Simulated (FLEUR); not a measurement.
## VSb: from parallel to opposed moments

Aim: the energy of VSb as one moment turns away from the others.

Method: LDA (Moruzzi-Janak-Williams); all-electron FLAPW, Dirac cores, scalar-relativistic bands, in FLEUR MaX-R8.1.

### Step 1. The structure

It takes space group P6_3/mmc (No. 194, hexagonal). The conventional cell has a = 4.140 Å, b = 4.140 Å, c = 5.591 Å, α = 90.00°, β = 90.00°, γ = 120.00°. V has 6 Sb at 2.77 Å and 2 V at 2.80 Å nearest. Sb has 6 V at 2.77 Å nearest. Farther neighbours are not listed.

As a file:

```cif
data_structure
_symmetry_space_group_name_H-M 'P 1'
_symmetry_Int_Tables_number 1
_cell_length_a 4.1401
_cell_length_b 4.1401
_cell_length_c 5.5909
_cell_angle_alpha 90.000
_cell_angle_beta 90.000
_cell_angle_gamma 120.000
_cell_volume 82.99
loop_
_atom_site_label
_atom_site_type_symbol
_atom_site_fract_x
_atom_site_fract_y
_atom_site_fract_z
_atom_site_occupancy
V1 V 0.00000 0.00000 0.00000 1
V2 V 0.00000 0.00000 0.50000 1
Sb3 Sb 0.66667 0.33333 0.25000 1
Sb4 Sb 0.33333 0.66667 0.75000 1
```

The cell comes from a database of computed structures and need not be the stable phase.

### Step 2. Angle 0°

The parallel arrangement is the zero of the curve.

inpgen writes inp.xml from crystal.txt; cutoffs, mixing, functional, smearing and local orbitals are then set in the file. The k list scf (kpts.xml, not shown) is a Γ-centred 4×4×4 mesh; where the ranks do not divide the number of points, some are split in two of half the weight.

The input, inp.xml:

```
<?xml version="1.0" encoding="UTF-8" standalone="no"?>
<fleurInput fleurInputVersion="0.39">
   <comment>
      VSb
   </comment>
   <calculationSetup>
      <cutoffs Kmax="3.6" Gmax="10.8" GmaxXC="10.8" numbands="0"/>
      <scfLoop itmax="90" minDistance="0.00002" maxIterBroyd="15" imix="Anderson" alpha="0.05" precondParam="0.0" spinf="2.0" sdNocoIR="T"/>
      <coreElectrons ctail="F" frcor="F" kcrel="0" coretail_lmax="0"/>
      <xcFunctional name="mjw" relativisticCorrections="F"/>
      <magnetism jspins="2" l_noco="T" l_ss="F">
         <qss>0.0 0.0 0.0</qss>
         <mtNocoParams l_mperp="F" l_mtNocoPot="F" l_relaxSQA="F" mag_mixing_scheme="0" mix_RelaxWeightOffD="1.0" l_constrained="F" mix_constr="1.0"/>
         <sourceFreeMag l_sourceFree="F" l_scaleMag="F" mag_scale="1.0"/>
      </magnetism>
      <soc l_soc="F" theta="0.0" phi="0.0" spav="F"/>
      <expertModes spex="0" secvar="F"/>
      <geometryOptimization l_f="F" forcealpha="1.0" forcemix="BFGS" epsdisp="0.00001" epsforce="0.00001"/>
      <ldaU l_linMix="F" mixParam="0.05" spinf="1.0"/>
   </calculationSetup>
   <cell>
      <bzIntegration valenceElectrons="56.0" mode="hist" fermiSmearingEnergy="0.00110248">
         <kPointListSelection listName="scf"/>
         <xi:include xmlns:xi="http://www.w3.org/2001/XInclude" href="kpts.xml"> </xi:include>
      </bzIntegration>
      <xi:include xmlns:xi="http://www.w3.org/2001/XInclude" href="sym.xml"> </xi:include>
      <bulkLattice scale="1.0">
         <bravaisMatrix>
            <row-1>    7.8235754316949002     0.0000000000566918     0.0000000000000000</row-1>
            <row-2>   -3.9117877158946937     6.7754150722456590     0.0000000000000000</row-2>
            <row-3>    0.0000000000000000     0.0000000000000000    10.5653056948225075</row-3>
         </bravaisMatrix>
      </bulkLattice>
   </cell>
   <atomSpecies>
      <species name="Vanadium (1.501" element="V" atomicNumber="23">
         <mtSphere radius="2.55" gridPoints="843" logIncrement="0.014"/>
         <atomicCutoffs lmax="10" lnonsphr="8"/>
         <electronConfig flipSpins="F">
            <coreConfig>(1s1/2) (2s1/2) (2p1/2) (2p3/2)</coreConfig>
            <valenceConfig>(3s1/2) (3p1/2) (3p3/2) (4s1/2) (3d3/2) (3d5/2)</valenceConfig>
            <stateOccupation state="(3d3/2)" spinUp="0.6" spinDown="0.6"/>
            <stateOccupation state="(3d5/2)" spinUp="1.6505" spinDown="0.1495"/>
         </electronConfig>
         <energyParameters s="4" p="4" d="3" f="4"/>
         <lo type="SCLO" l="0" n="3" eDeriv="0"/>
         <lo type="SCLO" l="1" n="3" eDeriv="0"/>
      </species>
      <species name="Antimony (Sb)" element="Sb" atomicNumber="51">
         <mtSphere radius="2.55" gridPoints="843" logIncrement="0.015"/>
         <atomicCutoffs lmax="10" lnonsphr="8"/>
         <electronConfig flipSpins="F">
            <coreConfig>(1s1/2) (2s1/2) (2p1/2) (2p3/2) (3s1/2) (3p1/2) (3p3/2) (4s1/2) (3d3/2) (3d5/2) (4p1/2) (4p3/2)</coreConfig>
            <valenceConfig>(5s1/2) (4d3/2) (4d5/2) (5p1/2) (5p3/2)</valenceConfig>
            <stateOccupation state="(5p1/2)" spinUp="0.500000" spinDown="0.500000"/>
            <stateOccupation state="(5p3/2)" spinUp="1.000000" spinDown="1.000000"/>
         </electronConfig>
         <energyParameters s="5" p="5" d="5" f="4"/>
         <lo type="SCLO" l="2" n="4" eDeriv="0"/>
      </species>
   </atomSpecies>
   <atomGroups>
      <atomGroup species="Vanadium (1.501">
         <relPos label="                   1">.0000000000 .0000000000 .0000000000</relPos>
         <force calculate="T" relaxXYZ="TTT"/>
         <nocoParams  alpha="0.0" beta="0.0"/>
      </atomGroup>
      <atomGroup species="Vanadium (1.501">
         <relPos label="                   2">.0000000000 .0000000000 1.000/2.000</relPos>
         <force calculate="T" relaxXYZ="TTT"/>
         <nocoParams  alpha="0.0" beta="0.0"/>
      </atomGroup>
      <atomGroup species="Antimony (Sb)">
         <relPos label="                   3">-1.000/3.000 1.000/3.000 1.000/4.000</relPos>
         <force calculate="T" relaxXYZ="TTT"/>
         <nocoParams  alpha="0.0" beta="0.0"/>
      </atomGroup>
      <atomGroup species="Antimony (Sb)">
         <relPos label="                   4">1.000/3.000 -1.000/3.000 -1.000/4.000</relPos>
         <force calculate="T" relaxXYZ="TTT"/>
         <nocoParams  alpha="0.0" beta="0.0"/>
      </atomGroup>
   </atomGroups>
   <output dos="F" band="F" slice="F">
      <bandDOS minEnergy="-.5*Htr" maxEnergy="0.5*Htr" sigma="0.015" storeEVData="T"/>
      <plotting iplot="0" polar="F">
         <plot TwoD="T" vec1="  1.0  0.0  0.0" vec2="  0.0  1.0  0.0" vec3="  0.0  0.0  1.0" zero="  0.0  0.0  0.0" file="plot"/>
      </plotting>
      <moessbauerParams electricFieldGradient="F" isomerShift="F" coreHyperfine="F" valenceHyperfine="F"/>
   </output>
</fleurInput>
```

The input, crystal.txt:

```
VSb
&input film=F cartesian=F /
4.14005782629  0.00000000003  0.00000000000
-2.07002891317  3.58539525069  0.00000000000
0.00000000000  0.00000000000  5.59091900000
1.8897261246
1.0 1.0 1.0

4
23 0.00000000000  0.00000000000  0.00000000000 : 1.501
23 0.00000000000  0.00000000000  0.50000000000 : 1.501
51 0.66666666667  0.33333333333  0.25000000000
51 0.33333333333  0.66666666667  0.75000000000

&kpt div1=4 div2=4 div3=4 gamma=T /
```

Started as:

```sh
> OMP_NUM_THREADS=1 inpgen -f crystal.txt -nosym -noco > inpgen.log  # inp.xml is then edited as shown
> OMP_NUM_THREADS=1 mpirun -n 4 fleur_MPI > fleur.log
```

What it wrote:

```text
Welcome to FLEUR        (www.flapw.de)
      MaX-Release 8.1          (www.max-centre.eu)

 ========== k-point set info ==========
 Selected k-point list: scf
 k-point list type: mesh
 0 x 0 x 0
 Number of k points: 64

 ------------Calculation Setup---------------------------
 Number of MPI-tasks      :            4
 Number of PE/node        :            4
 Number of OMP-threads    :            1
 k-points in parallel     :            4
 pe's per k-point         :            1
 No of k-point loops      :           16
 Eigenvalue solver        :       lapack
 Number of basis functions:          982
 Approximate size of matrices (H+S) per k-point:         0.115 GB
 --------------------------------------------------------
 Iteration:     1   Distance:       3.27769045 me/bohr^3
 Iteration:     2   Distance:       2.90963159 me/bohr^3
 Iteration:     3   Distance:       2.38529583 me/bohr^3
 Iteration:     4   Distance:       1.06546406 me/bohr^3
 Iteration:     5   Distance:       1.39867889 me/bohr^3
 Iteration:     6   Distance:       0.57542326 me/bohr^3
 Iteration:     7   Distance:       0.21613635 me/bohr^3
 Iteration:     8   Distance:       0.14818700 me/bohr^3
 Iteration:     9   Distance:       0.09604274 me/bohr^3
 Iteration:    10   Distance:       0.08329381 me/bohr^3
 Iteration:    11   Distance:       0.02743403 me/bohr^3
 Iteration:    12   Distance:       0.02717848 me/bohr^3
 Iteration:    13   Distance:       0.00778111 me/bohr^3
 Iteration:    14   Distance:       0.00835851 me/bohr^3
 Iteration:    15   Distance:       0.00110083 me/bohr^3
 Iteration:    16   Distance:       0.00110011 me/bohr^3
 Iteration:    17   Distance:       0.00105712 me/bohr^3
 Iteration:    18   Distance:       0.00041769 me/bohr^3
 Iteration:    19   Distance:       0.00021567 me/bohr^3
 Iteration:    20   Distance:       0.00009382 me/bohr^3
 Iteration:    21   Distance:       0.00002419 me/bohr^3
 Iteration:    22   Distance:       0.00001901 me/bohr^3

 ********************************************************************
 Run finished successfully
 Stop message:
   all done
 ********************************************************************

--- out.xml (last complete iteration) ---
<iteration numberForCurrentRun="   22" overallNumber="   22">
         [... left out ...]
         <bandgap value="0.0000000222" units="eV"/>
         <sumValenceSingleParticleEnergies value="-32.9151796047" units="Htr"/>
         <FermiEnergy value="0.2952276238" units="Htr"/>
         <valenceDensity>
            <mtCharges spin="1">
               <mtCharge atomType="1" total="6.5636634" s="1.1665841" p="3.1693105" d="2.2124099" f="0.0125692"/>
               <mtCharge atomType="2" total="6.5636690" s="1.1665843" p="3.1693107" d="2.2124152" f="0.0125691"/>
               <mtCharge atomType="3" total="6.4964496" s="0.6430660" p="0.8186315" d="5.0186670" f="0.0129064"/>
               <mtCharge atomType="4" total="6.4964496" s="0.6430660" p="0.8186315" d="5.0186670" f="0.0129064"/>
            </mtCharges>
            <mtCharges spin="2">
               <mtCharge atomType="1" total="5.3681263" s="1.1516771" p="3.1602834" d="1.0416080" f="0.0118124"/>
               <mtCharge atomType="2" total="5.3681213" s="1.1516769" p="3.1602831" d="1.0416034" f="0.0118124"/>
               <mtCharge atomType="3" total="6.5537446" s="0.6524326" p="0.8907716" d="5.0013390" f="0.0074325"/>
               <mtCharge atomType="4" total="6.5537446" s="0.6524326" p="0.8907716" d="5.0013390" f="0.0074325"/>
            </mtCharges>
            <spinDependentCharge spin="1" total="29.2397865" interstitial="3.1195550" mtSpheres="26.1202315"/>
            <spinDependentCharge spin="2" total="26.7602135" interstitial="2.9164766" mtSpheres="23.8437368"/>
            <totalCharge value="56.0000000000"/>
         </valenceDensity>
         [... left out ...]
         <magneticMomentsInMTSpheres units="muBohr">
            <globalMagMoment atomType="1" vec="0.00000   0.00000   1.19554"/>
            <localMagMoment atomType="1" vec="0.00000   0.00000   1.19554"/>
            <globalMagMoment atomType="2" vec="0.00000   0.00000   1.19555"/>
            <localMagMoment atomType="2" vec="0.00000   0.00000   1.19555"/>
            <globalMagMoment atomType="3" vec="0.00000   0.00000  -0.05729"/>
            <localMagMoment atomType="3" vec="0.00000   0.00000  -0.05729"/>
            <globalMagMoment atomType="4" vec="0.00000   0.00000  -0.05729"/>
            <localMagMoment atomType="4" vec="0.00000   0.00000  -0.05729"/>
         </magneticMomentsInMTSpheres>
         [... left out ...]
         <totalEnergy value="   -14850.7878344650" units="Htr">
            <sumOfEigenvalues value="    -8941.7809777691">
               <coreElectrons value="-8908.8657981644"/>
               <valenceElectrons value="-32.9151796047"/>
            </sumOfEigenvalues>
            <densityCoulombPotentialIntegral value="-23970.1758738315"/>
            <densityEffectivePotentialIntegral value="-24522.8916468417"/>
            <chargeDenXCDenIntegral value="-417.0338919555"/>
            <FockExchangeEnergyValence value="0.0000000000"/>
            <FockExchangeEnergyCore value="0.0000000000"/>
         [... left out ...]
            <tkbTimesEntropy value="0.0004488102"/>
            <freeEnergy value="-14850.7882832752"/>
            <extrapolationTo0K value="-14850.7880588701"/>
         </totalEnergy>
         <densityConvergence units="me/bohr^3">
            <chargeDensity distance="0.0000190141"/>
            <overallChargeDensity distance="0.0000190141"/>
            <Magnetization direction="mz" distance="0.0000185436"/>
            <Magnetization direction="mx,my" distance="0.0000000000"/>
         </densityConvergence>
      </iteration>
```

Wall time 7.9 min (4 MPI ranks of Arm Neoverse V1, shared host); peak memory 1.1 GiB; 32 min of CPU time.

Spin moment in the muffin-tin sphere by atom:

| atom | x (μB) | y (μB) | z (μB) | size |
| --- | --- | --- | --- | --- |
| V1 | 0.00 | 0.00 | 1.20 | 1.20 |
| V2 | 0.00 | 0.00 | 1.20 | 1.20 |
| Sb3 | 0.00 | 0.00 | -0.06 | 0.06 |
| Sb4 | 0.00 | 0.00 | -0.06 | 0.06 |

Read from the output:

```
free energy                                                       : -404110.5360 eV
program's band gap on this mesh (in a metal only a level spacing) : 2.22e-8 eV
final state                                                       : ferromagnetic
```

After 22 cycles the largest moment stands at 1.20 μB.

### Step 3. Angle 60°

The spin axis of the sphere of atom 2 is set by beta, and so in every cell: a whole sublattice turns. Inside each sphere the magnetisation stays along its axis, and between the spheres it is free.

Changes to inp.xml since step 2:

```diff
@@ -70,3 +70,3 @@
          <force calculate="T" relaxXYZ="TTT"/>
-         <nocoParams  alpha="0.0" beta="0.0"/>
+         <nocoParams  alpha="0.0" beta="1.0471976"/>
       </atomGroup>
```

crystal.txt is that of step 2.

What it wrote:

```text
[banner, memory and clock lines left out]
Welcome to FLEUR        (www.flapw.de)
      MaX-Release 8.1          (www.max-centre.eu)

 ========== k-point set info ==========
 Selected k-point list: scf
 k-point list type: mesh
 0 x 0 x 0
 Number of k points: 64

 [... set-up left out ...]
 Iteration:     1   Distance:       3.31725348 me/bohr^3
 Iteration:     2   Distance:       2.92584992 me/bohr^3
 Iteration:     3   Distance:       2.39758547 me/bohr^3
 Iteration:     4   Distance:       1.09388262 me/bohr^3
 Iteration:     5   Distance:       1.30257222 me/bohr^3
 Iteration:     6   Distance:       1.20032960 me/bohr^3
 Iteration:     7   Distance:       0.26550575 me/bohr^3
 Iteration:     8   Distance:       0.18479114 me/bohr^3
[... lines left out ...]
 Iteration:    21   Distance:       0.00090856 me/bohr^3
 Iteration:    22   Distance:       0.00052174 me/bohr^3
 Iteration:    23   Distance:       0.00035975 me/bohr^3
 Iteration:    24   Distance:       0.00023609 me/bohr^3
 Iteration:    25   Distance:       0.00005836 me/bohr^3
 Iteration:    26   Distance:       0.00001787 me/bohr^3

 ********************************************************************
 Run finished successfully
 Stop message:
   all done
 ********************************************************************

--- out.xml (last complete iteration) ---
<iteration numberForCurrentRun="   26" overallNumber="   26">
         [... left out ...]
         <bandgap value="0.0000000000" units="eV"/>
         <sumValenceSingleParticleEnergies value="-32.8965531581" units="Htr"/>
         <FermiEnergy value="0.2948098483" units="Htr"/>
         [... left out ...]
         <magneticMomentsInMTSpheres units="muBohr">
            <globalMagMoment atomType="1" vec="0.00000   0.00000   1.31178"/>
            <globalMagMoment atomType="2" vec="1.12962   0.00000   0.65219"/>
            <globalMagMoment atomType="3" vec="0.00000   0.00000  -0.04718"/>
            <globalMagMoment atomType="4" vec="0.00000   0.00000  -0.04718"/>
         </magneticMomentsInMTSpheres>
         [... left out ...]
         <totalEnergy value="   -14850.7877672436" units="Htr">
            <sumOfEigenvalues value="    -8941.7299777913">
               <coreElectrons value="-8908.8334246332"/>
               <valenceElectrons value="-32.8965531581"/>
            </sumOfEigenvalues>
         [... left out ...]
            <freeEnergy value="-14850.7882481050"/>
            <extrapolationTo0K value="-14850.7880076743"/>
         </totalEnergy>
         <densityConvergence units="me/bohr^3">
            <chargeDensity distance="0.0000128536"/>
            <overallChargeDensity distance="0.0000128536"/>
            <Magnetization direction="mz" distance="0.0000178693"/>
            <Magnetization direction="mx,my" distance="0.0000007528"/>
         </densityConvergence>
      </iteration>
```

It took 9.5 min on 4 MPI ranks; peak memory 1.2 GiB.

Spin moment in the muffin-tin sphere by atom:

| atom | x (μB) | y (μB) | z (μB) | size |
| --- | --- | --- | --- | --- |
| V1 | 0.00 | 0.00 | 1.31 | 1.31 |
| V2 | 1.13 | 0.00 | 0.65 | 1.30 |
| Sb3 | 0.00 | 0.00 | -0.05 | 0.05 |
| Sb4 | 0.00 | 0.00 | -0.05 | 0.05 |

Read from the output:

```yaml
free_energy: -404110.5351 eV
program_s_band_gap_on_this_mesh_in_a_metal_only_a_level_spacing: 0 eV
final_state: non-collinear
```

The turned moment is 1.30 μB, and the energy lies +1.0 meV a cell from the first angle.

### Step 4. Angle 120°

Changes to inp.xml since step 3:

```diff
@@ -70,3 +70,3 @@
          <force calculate="T" relaxXYZ="TTT"/>
-         <nocoParams  alpha="0.0" beta="1.0471976"/>
+         <nocoParams  alpha="0.0" beta="2.0943951"/>
       </atomGroup>
```

crystal.txt is that of step 3.

What it wrote:

```text
[banner, memory and clock lines left out]
Welcome to FLEUR        (www.flapw.de)
      MaX-Release 8.1          (www.max-centre.eu)

 ========== k-point set info ==========
 Selected k-point list: scf
 k-point list type: mesh
 0 x 0 x 0
 Number of k points: 64

 [... set-up left out ...]
 Iteration:     1   Distance:       3.39547434 me/bohr^3
 Iteration:     2   Distance:       2.95876001 me/bohr^3
 Iteration:     3   Distance:       2.41004200 me/bohr^3
 Iteration:     4   Distance:       1.11615821 me/bohr^3
 Iteration:     5   Distance:       1.07076212 me/bohr^3
[...]
<coreElectrons value="-8908.7797546336"/>
               <valenceElectrons value="-32.8505784441"/>
            </sumOfEigenvalues>
         [... left out ...]
            <freeEnergy value="-14850.7874886433"/>
            <extrapolationTo0K value="-14850.7870603891"/>
         </totalEnergy>
         <densityConvergence units="me/bohr^3">
            <chargeDensity distance="0.0000092715"/>
            <overallChargeDensity distance="0.0000092715"/>
            <Magnetization direction="mz" distance="0.0000166522"/>
            <Magnetization direction="mx,my" distance="0.0000006002"/>
         </densityConvergence>
      </iteration>
```

The job ended after 10 min (4 MPI ranks; peak memory 1.2 GiB; 40 min of CPU time).

Spin moment in the muffin-tin sphere by atom:

| atom | x (μB) | y (μB) | z (μB) | size |
| --- | --- | --- | --- | --- |
| V1 | 0.00 | 0.00 | 1.52 | 1.52 |
| V2 | 1.31 | 0.00 | -0.76 | 1.51 |
| Sb3 | 0.00 | 0.00 | -0.02 | 0.02 |
| Sb4 | 0.00 | 0.00 | -0.02 | 0.02 |

Numbers from this step:

```
free energy : -404110.5144 eV
final state : non-collinear
```

The turned moment is 1.51 μB, and the energy lies +21.6 meV a cell from the first angle.

[end of part 1 of 2]

[Logs and program files are shortened in this print: banners, set-up blocks, solver, clock and traceback lines can be left out without a mark of their own.]

[Logs are printed without paths, hosts, clocks, repeated set-up lines and the standing remarks that a program may print on its own settings, such as how far it seeks lower states.]

[Hosts, paths, dates, database ids (printed as entryN), source tags and the programs' standing remarks are cut or masked in the printed files.]

[Where a cell is said to come from a database of computed structures, the database is the Materials Project.]
